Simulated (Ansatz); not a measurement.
# Twisted silicene bilayer, 84.43° (268 atoms): taking the cell apart: runs compared

How much energy holds the two parts of twisted silicene bilayer, 84.43° (268 atoms) together, and how does it fall off with distance?

Computed with Ansatz 0.2.0: Kohn-Sham DFT, RPBE+D3(BJ), PAW (set soft_2), plane waves.

**1. The cell as built**

The cell holds 268 atoms: 268 Si. Its edges and angles: a = 31.596 Å, b = 31.596 Å, c = 16.170 Å, α = 90.0°, β = 90.0°, γ = 120.0°. It derives from Si (silicene). Silicene (a = 3.86 Å) under silicene (a = 3.86 Å), bilayer, commensurate cell of 67 unit cells a layer, twist 84.43 deg; facing planes 3.29 Å apart; 12 Å of vacuum; layers as built, displaced by a Gaussian of 0.01 Å. Regions: layer 1, 134 atoms (134 Si); layer 2, 134 atoms (134 Si). Vacuum lies along c.

**2. The reference run**

The reference is a single point at the end of the relaxation.

The parts (lower: layer 1 and upper: layer 2) keep their atoms where they stand in it, and shifted cells move the upper part rigidly.

Its input, with most atom lines left out:

```yaml
crystal:
  lattice:
    - [31.5955, 0.0, 0.0]
    - [-15.79775, 27.36251, 0.0]
    - [0.0, 0.0, 16.17]
  atoms:
    - { symbol: Si, position: [0.07288, 0.63911, 0.42106] }
    - { symbol: Si, position: [0.09724, 0.59085, 0.3487] }
    - { symbol: Si, position: [0.09897, 0.78079, 0.43646] }
    - { symbol: Si, position: [0.12615, 0.72661, 0.40278] }
    - { symbol: Si, position: [0.13095, 0.91959, 0.42144] }
    - { symbol: Si, position: [0.15592, 0.86227, 0.40144] }
    - { symbol: Si, position: [0.16289, 0.05362, 0.42066] }
    [... atom lines 8 to 268 left out ...]
kpoints:
  mp_grid: { grid: [3, 3, 1] }
hamiltonian:
  xc: rpbe
  dispersion: d3bj
scf:
  occupations: { method: gaussian, width: 0.025 }
output:
  forces: true
  populations: true
  dos:
    method: { smearing: { sigma: 0.15 } }
    de: 0.1
    projected: { site_lists: { Si: [Si] } }
  eigenvalues: true
  write_density: true
  write_potential: true
  volumetric_format: npy
```

| Property | Result |
| --- | --- |
| free energy per atom | -639.6322 eV/atom |
| r.m.s. force component | 0.03025 eV/Å |

No gap is quoted: the bands of a honeycomb sheet meet or nearly meet at one point of the zone, so the spacing of levels depends on whether the mesh holds it and on how the neighbours disturb the sheet.

**3. The runs**

Each row is one run, on 1 × NVIDIA H100 80GB HBM3 with 5 threads of AMD EPYC 7R13 (Zen 3), shared host. The free energy is the program's total, comparable only between runs with the same functional, potentials and atoms, or as a whole against its parts.

```csv
run,atoms,outcome,"ionic steps, all passes",free energy (eV),time,host memory (GiB)
Single point at the start,268,converged,-,-171389.417,54 s,3.5
Relaxation,268,cut at the time limit,27,-171421.440,16 min,3.6
Single point at the relaxed geometry,268,converged,-,-171421.440,2.2 min,6.3
The lower part alone,134,converged,-,-85667.964,41 s,3.7
The upper part alone,134,converged,-,-85667.985,41 s,3.7
Upper part moved by +0.3 Å,268,converged,-,-171402.016,1.9 min,3.5
Upper part moved by -0.3 Å,268,cut at the time limit,-,-,1.9 min,3.4
```

In some runs the program notes that it cut back its plan to fit the GPU's memory, the dispersion model switches parameters near this geometry, it cut back its work space to fit the memory limit and the exchange-correlation potential is rough where the density is thin.

**4. Interaction energy**

Whole cell less its two parts, each frozen at the geometry of the whole and solved in the same cell with the same functional, so that energy zeros cancel. The upper part is 'layer 2' and the lower part 'layer 1'. The nearest atoms of the two parts stand 2.33 Å apart. The face is 864.5 Å².

```csv
functional,interaction energy (eV),"of it, the added dispersion term (eV)",per area (meV/Å²),per area (J/m²),per atom of the upper part (meV)
RPBE+D3(BJ),-85.491,-56.323,-98.9,-1.58,-638.0
```

**5. Levels of whole and parts**

```csv
cell,level spacing (eV),"vacuum level at the upper face, over the highest filled level, or over E_F where no gap is given (eV)",moment (μB)
whole,-,4.52,no spin
lower part,-,4.54,no spin
upper part,-,4.54,no spin
```

A dash marks a cell without a clear gap, or without a flat potential in the vacuum.

**6. Findings**

The parts bind with 98.9 meV/Å² (85.5 eV for the cell) at the level RPBE+D3(BJ), far more than van der Waals binding between intact sheets, and bonds of chemical length cross the interface. The added dispersion term contributes -56.323 eV, the functional itself -29.167 eV.

Caveats: The parts are frozen, so the energy of their deformation isn't counted. The relaxation stopped at its limit, so the geometry called relaxed here isn't at a minimum. 1 shifted cell gave no result. No correction is made for dipoles across the vacuum, and the parts also feel their periodic images through it. The program warns that the dispersion model switches its C6 values near this geometry, which can put artefacts into forces and pressure.

The DFT runs together took 25 min of wall time.

[Logs are printed without paths, hosts, clocks, repeated set-up lines and the standing remarks that a program may print on its own settings, such as how far it seeks lower states.]

[Hosts, paths, dates, database ids (printed as entryN), source tags and the programs' standing remarks are cut or masked in the printed files.]
